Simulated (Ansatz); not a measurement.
# Phonons of SiNi (Pnma) against volume

Aim: how do the optical modes of SiNi (Pnma) move with volume?

Main program and level: Ansatz 0.2.0; DFT LDA, scalar-relativistic, plane waves, PAW; PAW set soft_1.

## 1. The starting structure

Symmetry: Pnma, No. 62, orthorhombic system. Conventional cell: a = 5.173 Å, b = 3.338 Å, c = 5.605 Å, α = 90.00°, β = 90.00°, γ = 90.00°. Nearest to Si lie 6 Ni at 2.28 to 2.40 Å. Nearest to Ni lie 6 Si at 2.28 to 2.40 Å. Farther neighbours are not listed.

## 2. A rough relaxation first

A rough relaxation comes first, because large forces or stress need no tight tolerances yet.

input.yaml

```yaml
crystal:
  lattice:
    - [5.1731, 0.0, 0.0]
    - [0.0, 3.3381, 0.0]
    - [0.0, 0.0, 5.6049]
  atoms:
    - { symbol: Si, position: [0.32128, 0.75, 0.0825] }
    - { symbol: Si, position: [0.17872, 0.25, 0.5825] }
    - { symbol: Si, position: [0.82128, 0.75, 0.4175] }
    - { symbol: Si, position: [0.67872, 0.25, 0.9175] }
    - { symbol: Ni, position: [0.00779, 0.25, 0.18752] }
    - { symbol: Ni, position: [0.49221, 0.75, 0.68752] }
    - { symbol: Ni, position: [0.50779, 0.25, 0.31248] }
    - { symbol: Ni, position: [0.99221, 0.75, 0.81248] }
kpoints:
  mp_grid: { grid: [4, 6, 4] }
hamiltonian:
  xc: lda
  pseudopotentials: { kind: paw, azcp: { folder: soft_1 }, xc_functional: pbe }
scf:
  occupations: { method: gaussian, width: 0.1 }
output:
  forces: true
  stress: true
  eigenvalues: true
relax:
  adjacent_minimum: "off"
  f_tol: 0.05
  max_steps: 80
  cell: { stress_tol: 0.5 }
```

On the command line:

```console
> ansatz run input.yaml --threads 8 --pin off --max-ram 16384MiB --backend cpu --events-out ev --progress --plain --runs-dir out
```

Numbers of over 12 decimals in the logs are rounded to 6 here.

The program printed:

```text
The last accepted step is kept in <dir> (removed where the run ends without a failure and the disk answers)
Engine: ansatz 0.2.0, aarch64-unknown-linux-gnu
Pseudopotentials: kind: paw
Pseudopotential: Si, paw, valence charge 4, recommended cutoff 420 eV (normal), soft_1/Si.paw.azcp
Pseudopotential: Ni, paw, valence charge 18, recommended cutoff 420 eV (normal), soft_1/Ni.paw.azcp
Functional definition: SPW92
[...]
atoms:
    - { symbol: Si, position: [0.319984, 0.750000, 0.082885] }
    - { symbol: Si, position: [0.180016, 0.25, 0.582885] }
    - { symbol: Si, position: [0.819984, 0.750000, 0.417115] }
    - { symbol: Si, position: [0.680016, 0.25, 0.917115] }
    - { symbol: Ni, position: [0.00821173, 0.25, 0.186916] }
    - { symbol: Ni, position: [0.491788, 0.750000, 0.686916] }
    - { symbol: Ni, position: [0.508212, 0.25, 0.313084] }
    - { symbol: Ni, position: [0.991788, 0.750000, 0.813084] }
[key lines of the parts left out:]
SCF converged after 6 iterations
Free energy (F): -25533.085897 eV
Fermi energy:    15.231420 eV
P = ⅓ Tr σ = 0.3844 GPa (3.844 kbar)
```

The job ended after 5.8 s (8 threads of Arm Neoverse V2, shared host; peak memory 0.59 GiB).

This run has no spin polarisation, although Ni can carry a moment.

Step by step:

```
step  energy less that of the first step (eV)  largest force component (eV/Å)  pressure (GPa)  volume (Å³)
   1                                   0.0000                          0.1536           -8.98        96.79
   2                                  -0.1167                          0.0773           -4.08        94.07
   3                                  -0.1429                          0.0098            0.40        91.96
  4*                                  -0.1417                          0.0098            0.38        91.96
```

Relaxation steps marked * repeat the geometry before them on a plane-wave basis chosen anew for their cell, so energy and pressure can jump there.

The run keeps the 8 symmetry operations that it works with, so distortions that break them were not tested.

```csv
"conventional cell, symmetrised",before,after,change
a (Å),5.173,5.128,-0.9 %
b (Å),3.338,3.264,-2.2 %
c (Å),5.605,5.494,-2.0 %
volume (Å³/atom),12.10,11.49,-5.0 %
```

This step gave:

```
pressure          : 0.3844 GPa
volume per atom   : 11.49 Å³
gap on the k-mesh : 0 eV
```

In this step the volume went from 12.10 to 11.49 Å³/atom.

## 3. Relaxation

Harmonic phonons are second derivatives at a point where the forces vanish, and they are wanted at zero stress, so atoms and cell are relaxed first.

input.yaml

```yaml
crystal:
  lattice:
    - [5.1283851682, 0.0, 0.0]
    - [0.0, 3.2635671548, 0.0]
    - [0.0, 0.0, 5.4942823022]
  atoms:
    - { symbol: Si, position: [0.3199841679, 0.75, 0.0828853374] }
    - { symbol: Si, position: [0.1800158321, 0.25, 0.5828853374] }
    - { symbol: Si, position: [0.8199841679, 0.75, 0.4171146626] }
    - { symbol: Si, position: [0.6800158321, 0.25, 0.9171146626] }
    - { symbol: Ni, position: [0.0082117261, 0.25, 0.1869162383] }
    - { symbol: Ni, position: [0.4917882739, 0.75, 0.6869162383] }
    - { symbol: Ni, position: [0.5082117261, 0.25, 0.3130837617] }
    - { symbol: Ni, position: [0.9917882739, 0.75, 0.8130837617] }
kpoints:
  mp_grid: { grid: [8, 12, 8] }
hamiltonian:
  xc: lda
  pseudopotentials: { kind: paw, azcp: { folder: soft_1 }, xc_functional: pbe }
scf:
  occupations: { method: gaussian, width: 0.1 }
output:
  forces: true
  stress: true
  eigenvalues: true
  write_density: true
  write_potential: true
  elf: true
  volumetric_format: npy
relax:
  adjacent_minimum: "off"
  f_tol: 0.005
  max_steps: 80
  cell: { stress_tol: 0.05 }
```

The program printed:

```text
[...]
Crystal: 8 atoms, lattice volume = 91.957 Å³
Basis set: ecut = 420 eV, 1801 PW (Γ)
Bands: 53, of which v1, the nominal top of the filled ones, is band 44 counted from 1 (43 counted from 0)
Symmetry: 8 space group operations
[...]
k-points: 175 of 768
[...]
SCF iter   1: F=—  HF=-25534.687450 eV  |F-HF|=—  |Δ(HF+E_count)|=         —  Δρ=7.58e-2  dr2=6.67e0  ethr=3.10e-3  ⟨swp⟩=7.3  Hψ=37220  notcnv=0  defer=17
[...]
SCF iter   9: F=-25533.033318 eV  HF=-25533.033318 eV  |F-HF|=9.32e-9  |Δ(HF+E_count)|=   1.60e-7  Δρ=3.91e-6  dr2=1.14e-8  ethr=1.14e-10  ⟨swp⟩=14.7  Hψ=71518  notcnv=0
SCF 1 converged in 9 iterations: F = -25533.033318 eV  dr2 = 1.14e-8
[...]
relax step   1: F+E_penalty+E_count = -25533.03331791 eV  Δ(F+E_penalty+E_count) = +0.000e0 eV  max|allowed force component| = 2.194e-2 eV/Å  Δτ_max = 0.0000 Å  P = +0.460 GPa  Ω = 91.957 Å³  (9 SCF iters, dr2 threshold 1.00e-7 eV, accepted)
Crystal: 8 atoms, lattice volume = 92.084 Å³
[...]
SCF iter   6: F=-25533.040363 eV  HF=-25533.040363 eV  |F-HF|=1.66e-9  |Δ(HF+E_count)|=   8.56e-9  Δρ=1.39e-6  dr2=1.47e-9  ethr=2.94e-11  ⟨swp⟩=6.1  Hψ=59270  notcnv=0
SCF 2 converged in 6 iterations: F = -25533.040363 eV  dr2 = 1.47e-9
[...]
relax step   2: F+E_penalty+E_count = -25533.04036345 eV  Δ(F+E_penalty+E_count) = -7.046e-3 eV  max|allowed force component| = 2.772e-2 eV/Å  Δτ_max = 0.0045 Å  P = +0.160 GPa  Ω = 92.084 Å³  energy of the carried Pulay correction = -4.243e-5 eV  (6 SCF iters, dr2 threshold 8.00e-7 eV, accepted)
Crystal: 8 atoms, lattice volume = 91.987 Å³
Basis set: ecut = 420 eV, 1797 PW (Γ)
[...]
SCF iter   6: F=-25533.003366 eV  HF=-25533.003366 eV  |F-HF|=2.74e-8  |Δ(HF+E_count)|=   3.60e-7  Δρ=1.03e-5  dr2=7.78e-8  ethr=9.09e-10  ⟨swp⟩=13.0  Hψ=89022  notcnv=0
SCF 3 converged in 6 iterations: F = -25533.003366 eV  dr2 = 7.78e-8
  Residual-converged pass: ⟨swp⟩=1.1  Hψ=9986  notcnv=0  max |occ|·‖R‖ = 7.1e-9 eV (tolerance 1.0e-8 eV)  dr2=7.78e-8  dr2_onsite=5.74e-9  max |Δocc| = 4.3e-10
relax step   3: F+E_penalty+E_count = -25533.00336621 eV  Δ(F+E_penalty+E_count) = +3.700e-2 eV  max|allowed force component| = 4.613e-2 eV/Å  Δτ_max = 0.0514 Å  P = -0.129 GPa  Ω = 91.987 Å³  energy of the carried Pulay correction = -1.022e-5 eV  (6 SCF iters, dr2 threshold 8.00e-7 eV, rejected (line search))
[...]
relax step   4: F+E_penalty+E_count = -25533.05048698 eV  Δ(F+E_penalty+E_count) = -1.012e-2 eV  max|allowed force component| = 1.168e-2 eV/Å  Δτ_max = 0.0163 Å  P = -0.179 GPa  Ω = 92.230 Å³  energy of the carried Pulay correction = -9.092e-5 eV  (9 SCF iters, accepted)
[...]
relax step   5: F+E_penalty+E_count = -25533.05048848 eV  Δ(F+E_penalty+E_count) = -1.498e-6 eV  max|allowed force component| = 8.548e-3 eV/Å  Δτ_max = 0.0003 Å  P = -0.183 GPa  Ω = 92.229 Å³  energy of the carried Pulay correction = -9.062e-5 eV  (6 SCF iters, dr2 threshold 8.00e-7 eV, accepted)
[...]
relax step   6: F+E_penalty+E_count = -25533.05038656 eV  Δ(F+E_penalty+E_count) = +1.019e-4 eV  max|allowed force component| = 6.616e-3 eV/Å  Δτ_max = 0.0089 Å  P = +0.268 GPa  Ω = 91.992 Å³  energy of the carried Pulay correction = -1.166e-5 eV  (6 SCF iters, dr2 threshold 8.00e-7 eV, rejected (line search))
[...]
relax step   7: F+E_penalty+E_count = -25533.05180128 eV  Δ(F+E_penalty+E_count) = -1.313e-3 eV  max|allowed force component| = 1.770e-3 eV/Å  Δτ_max = 0.0048 Å  P = -0.027 GPa  Ω = 92.142 Å³  energy of the carried Pulay correction = -6.189e-5 eV  (8 SCF iters, accepted)
[...]
relax step   8: F+E_penalty+E_count = -25533.05181754 eV  Δ(F+E_penalty+E_count) = -1.626e-5 eV  max|allowed force component| = 4.687e-4 eV/Å  Δτ_max = 0.0008 Å  P = +0.004 GPa  Ω = 92.132 Å³  energy of the carried Pulay correction = -5.849e-5 eV  (6 SCF iters, dr2 threshold 1.12e-8 eV, accepted)
[...]
SCF iter   6: F=-25533.052123 eV  HF=-25533.052123 eV  |F-HF|=2.18e-11  |Δ(HF+E_count)|=  9.46e-11  Δρ=1.65e-7  dr2=2.65e-11  ethr=1.00e-12  ⟨swp⟩=5.3  Hψ=48879  notcnv=0
SCF 9 converged in 6 iterations: F = -25533.052123 eV  dr2 = 2.65e-11
relax step   9: F+E_penalty+E_count = -25533.05212260 eV  Δ(F+E_penalty+E_count) = -3.051e-4 eV  max|allowed force component| = 5.561e-4 eV/Å  Δτ_max = 0.0000 Å  P = +0.012 GPa  Ω = 92.132 Å³  stress off target by 4.52e-2 GPa  SCF on the basis re-selected at this cell (its energy is not comparable with the rows above)  (6 SCF iters)
basis re-selected at this cell: Δ(F+E_penalty+E_count) = -3.051e-4 eV, ΔP = +0.009 GPa vs the last step (what re-selecting the basis moved, of the pressure what is left beyond the Pulay correction that the steps carried, after the strain that the cell walked since its last selection, with what the two solves' SCF thresholds leave and, on support functions, any second-order correction that the steps lacked; it is no m [...]
SCF converged after 6 iterations
Free energy (F): -25533.052123 eV
[...]
Internal energy: -25533.044329 eV  (E = F + TS)
E sigma→0 (E₀):  -25533.048226 eV
Entropy (-TS):   -0.007793 eV (-0.974 meV/atom)
Fermi energy:    15.266930 eV
[...]
--- Forces (eV/Å), atoms counted from 1 ---
  atom   1  Si    -0.00007665     0.00000000    -0.00015652
  atom   2  Si     0.00007665     0.00000000    -0.00015652
  atom   3  Si    -0.00007665     0.00000000     0.00015652
  atom   4  Si     0.00007665     0.00000000     0.00015652
  atom   5  Ni     0.00042611     0.00000000     0.00055605
  atom   6  Ni    -0.00042611     0.00000000     0.00055605
  atom   7  Ni     0.00042611     0.00000000    -0.00055605
  atom   8  Ni    -0.00042611     0.00000000    -0.00055605
  max |Σ_I F_I| component: 0.00e0 eV/Å
--- Stress (GPa, compression-positive) ---
       -0.003801       0.000000       0.000000
        0.000000       0.045245       0.000000
        0.000000       0.000000      -0.004337
  P = ⅓ Tr σ = 0.0124 GPa (0.124 kbar)
--- Band table (eV; the first three rows and the last of 175) ---
  k-point 0: bands = [... 40 lower, 13.3791, 13.8751, 14.0567, 14.2849, 15.9552, 16.7368, 18.6916, 19.0686, ... 5 higher]
  k-point 1: bands = [... 40 lower, 13.5173, 13.9839, 14.1572, 14.2638, 16.0995, 16.9438, 18.2900, 19.3566, ... 5 higher]
  k-point 2: bands = [... 40 lower, 13.7431, 13.7596, 14.3129, 14.7143, 16.3252, 17.4673, 17.6064, 18.9072, ... 5 higher]
  k-point 174: bands = [... 40 lower, 13.2191, 13.2191, 13.2191, 13.2191, 17.9680, 17.9680, 17.9680, 17.9680, ... 5 higher]
--- Relaxed structure (8 steps of the walk, 6 accepted, 1 SCFs on fresh bases) ---
[...]
cell:  # Å, volume = 92.1322 Å³
    - [5.044249, 0.0, 0.0]
    - [0.0, 3.336833, 0.0]
    - [0.0, 0.0, 5.473695]
  atoms:
    - { symbol: Si, position: [0.320042, 0.75, 0.087319] }
    - { symbol: Si, position: [0.179958, 0.25, 0.587319] }
    - { symbol: Si, position: [0.820042, 0.75, 0.412681] }
    - { symbol: Si, position: [0.679958, 0.25, 0.912681] }
    - { symbol: Ni, position: [0.00912027, 0.25, 0.187859] }
    - { symbol: Ni, position: [0.490880, 0.75, 0.687859] }
    - { symbol: Ni, position: [0.509120, 0.25, 0.312141] }
    - { symbol: Ni, position: [0.990880, 0.75, 0.812141] }
```

It took 61 s on 8 threads; peak memory 0.97 GiB.

Relaxation path:

```csv
step,energy less that of the first step (eV),largest force component (eV/Å),pressure (GPa),volume (Å³)
1,0.0000,0.0219,0.46,91.96
2,-0.0070,0.0277,0.16,92.08
3,0.0300,0.0461,-0.13,91.99
4,-0.0172,0.0117,-0.18,92.23
5,-0.0172,0.0085,-0.18,92.23
6,-0.0171,0.0066,0.27,91.99
7,-0.0185,0.0018,-0.03,92.14
8,-0.0185,0.0005,0.00,92.13
9*,-0.0188,0.0006,0.01,92.13
```

Relaxation steps marked * repeat the geometry before them on a plane-wave basis chosen anew for their cell, so energy and pressure can jump there. Relaxation steps 3, 6 were tried and not accepted.

The run keeps the 8 symmetry operations that it works with, so distortions that break them were not tested.

| conventional cell, symmetrised | before | after | change |
| --- | --- | --- | --- |
| a (Å) | 5.128 | 5.044 | -1.6 % |
| b (Å) | 3.264 | 3.337 | +2.2 % |
| c (Å) | 5.494 | 5.474 | -0.4 % |
| volume (Å³/atom) | 11.49 | 11.52 | +0.2 % |

The atoms that moved most (Å, as changes of fractional coordinates times the final cell):

```csv
atom,dx,dy,dz,length
Si4,0.000,0.000,-0.024,0.024
Si2,0.000,0.000,0.024,0.024
Si1,0.000,0.000,0.024,0.024
Si3,0.000,0.000,-0.024,0.024
Ni6,-0.005,0.000,0.005,0.007
Ni7,0.005,0.000,-0.005,0.007
Ni8,-0.005,0.000,-0.005,0.007
Ni5,0.005,0.000,0.005,0.007
```

Final coordinates:

```cif
data_structure
_symmetry_space_group_name_H-M 'P 1'
_symmetry_Int_Tables_number 1
_cell_length_a 5.0442
_cell_length_b 3.3368
_cell_length_c 5.4737
_cell_angle_alpha 90.000
_cell_angle_beta 90.000
_cell_angle_gamma 90.000
_cell_volume 92.13
loop_
_atom_site_label
_atom_site_type_symbol
_atom_site_fract_x
_atom_site_fract_y
_atom_site_fract_z
_atom_site_occupancy
Si1 Si 0.32004 0.75000 0.08732 1
Si2 Si 0.17996 0.25000 0.58732 1
Si3 Si 0.82004 0.75000 0.41268 1
Si4 Si 0.67996 0.25000 0.91268 1
Ni5 Ni 0.00912 0.25000 0.18786 1
Ni6 Ni 0.49088 0.75000 0.68786 1
Ni7 Ni 0.50912 0.25000 0.31214 1
Ni8 Ni 0.99088 0.75000 0.81214 1
```

Numbers from this step:

* pressure: 0.01237 GPa
* volume per atom: 11.52 Å³

Valence density in the ac plane at fractional y = 0.250, with atoms of Si and Ni within 0.2 Å of it. It is the smooth field of the valence electrons, not physical close to the nuclei.

Ten steps, logarithmic in the rise over the least value, from '_' (0 e/Å³) to '@' (40 e/Å³), each cell a mean:
```
______________________....__
______________..______....__
______________....__________
____________________________
....________________________
..______....________________
..______....________________
..................__________
..........::==++==..________
::........==%%@@##--..__....
**==::....==%%@@##--....::++
@@##--....::++**==......==%%
@@##--..__....::........--%%
++==..________..........::==
....__________..............
```
Columns run along a (5.0 Å), rows up along c (5.5 Å). Atoms in or near the plane, at fractional coordinates: Si at (0.18, 0.59), Si at (0.68, 0.91), Ni at (0.01, 0.19), Ni at (0.51, 0.31).

Electrostatic potential energy in the ac plane at fractional y = 0.250, with atoms of Si and Ni within 0.2 Å of it. With pseudopotentials it is smooth inside the atoms' cores, unlike the true potential.

Values in eV, 15 rows by 14 columns, each cell a mean:
```
 16  17  18  18  17  17  13  -3 -20  -3 -11 -16   7  15
 17  18  17  17  17  17  13  -3 -19  -2 -10 -16   7  15
 16  15  14  14  16  16  15   6 -12 -19 -18  -4  11  16
 13   7   1   2  10  15  16  13   7   2   3  10  15  16
  6 -13 -19 -18  -5  11  16  16  15  14  14  16  16  15
 -3 -19  -2 -10 -16   7  15  17  18  17  17  17  17  13
 -2 -20  -4 -11 -16   7  14  16  17  18  18  17  17  13
  7 -11 -20 -17  -3   9   7   4  10  15  17  17  17  14
 12   8   5   6   9   0  -9  -6  -7   5  15  16  16  15
  0   5  11  14  10  -7   6  16   1  -4  13  16  13   4
 -2  -7   3  14  10  -7   7  16   2  -4  12  13   0  -6
 16   2  -4  12  13   1  -7  -3  -7   4  14  10  -7   7
 15   1  -3  13  16  13   5   1   5  11  14  10  -7   5
 -6  -7   6  15  17  16  15  12   8   4   6   9   0  -8
  5  10  15  17  17  17  14   7 -11 -20 -18  -3   9   7
```
Columns run along a (5.0 Å; values clipped at the 3rd and 97th percentile), rows up along c (5.5 Å). Atoms in or near the plane, at fractional coordinates: Si at (0.18, 0.59), Si at (0.68, 0.91), Ni at (0.01, 0.19), Ni at (0.51, 0.31).

ELF in the ac plane at fractional y = 0.250, with atoms of Si and Ni within 0.2 Å of it. It is the smooth field of the valence electrons, not physical close to the nuclei.

Ten even steps from '0' (0.08) to '9' (0.92), each cell a mean:
```
11000034333564
21100035333564
23321136533553
45544334554333
65335532332113
53335642110003
43335631100003
66556411111113
46665223212223
12342269511211
42121179511113
95112124212117
95112111234226
32112234666522
11111136655641
```
Columns run along a (5.0 Å), rows up along c (5.5 Å). Atoms in or near the plane, at fractional coordinates: Si at (0.18, 0.59), Si at (0.68, 0.91), Ni at (0.01, 0.19), Ni at (0.51, 0.31).

In this step the volume went from 11.49 to 11.52 Å³/atom.

## 4. Tight relaxation

Phonons need small forces and stress, so the relaxation is finished with tight tolerances on 8×12×8 k points.

input.yaml

```yaml
crystal:
  lattice:
    - [5.0442493761, 0.0, 0.0]
    - [0.0, 3.3368331591, 0.0]
    - [0.0, 0.0, 5.4736950994]
  atoms:
    - { symbol: Si, position: [0.3200415651, 0.75, 0.0873191143] }
    - { symbol: Si, position: [0.1799584349, 0.25, 0.5873191143] }
    - { symbol: Si, position: [0.8200415651, 0.75, 0.4126808857] }
    - { symbol: Si, position: [0.6799584349, 0.25, 0.9126808857] }
    - { symbol: Ni, position: [0.0091202684, 0.25, 0.1878585888] }
    - { symbol: Ni, position: [0.4908797316, 0.75, 0.6878585888] }
    - { symbol: Ni, position: [0.5091202684, 0.25, 0.3121414112] }
    - { symbol: Ni, position: [0.9908797316, 0.75, 0.8121414112] }
kpoints:
  mp_grid: { grid: [8, 12, 8] }
hamiltonian:
  xc: lda
  pseudopotentials: { kind: paw, azcp: { folder: soft_1 }, xc_functional: pbe }
scf:
  occupations: { method: methfessel_paxton, width: 0.2 }
output:
  forces: true
  stress: true
  eigenvalues: true
relax:
  adjacent_minimum: "off"
  f_tol: 0.001
  max_steps: 60
  cell: { stress_tol: 0.01 }
```

The program printed:

```text
[...]
Crystal: 8 atoms, lattice volume = 92.132 Å³
Basis set: ecut = 420 eV, 1797 PW (Γ)
Bands: 53, of which v1, the nominal top of the filled ones, is band 44 counted from 1 (43 counted from 0)
Symmetry: 8 space group operations
[...]
k-points: 175 of 768
[...]
- [0, 0, 5.473312]
  atoms:
    - { symbol: Si, position: [0.320078, 0.75, 0.087339] }
    - { symbol: Si, position: [0.179922, 0.25, 0.587339] }
    - { symbol: Si, position: [0.820078, 0.75, 0.412661] }
    - { symbol: Si, position: [0.679922, 0.25, 0.912661] }
    - { symbol: Ni, position: [0.00914419, 0.25, 0.187872] }
    - { symbol: Ni, position: [0.490856, 0.75, 0.687872] }
    - { symbol: Ni, position: [0.509144, 0.25, 0.312128] }
    - { symbol: Ni, position: [0.990856, 0.75, 0.812128] }
[key lines of the parts left out:]
SCF converged after 7 iterations
Free energy (F): -25533.047202 eV
Fermi energy:    15.269935 eV
P = ⅓ Tr σ = 0.0004 GPa (0.004 kbar)
```

It took 24 s on 8 threads; peak memory 0.96 GiB.

Little changed from the start: no atom moved by 0.005 Å and no cell edge by 0.1 %.

This step gave:

| Property | Result |
| --- | --- |
| pressure | 3.97e-4 GPa |

The largest force component left is 0.18 meV/Å and the pressure is 0.000 GPa, within the tolerances set. The cell now holds 11.52 Å³/atom.

(Continued in part 2 of 3.)

[Logs are printed without paths, hosts, clocks, repeated set-up lines and the standing remarks that a program may print on its own settings, such as how far it seeks lower states.]

[Hosts, paths, dates, database ids (printed as entryN), source tags and the programs' standing remarks are cut or masked in the printed files.]
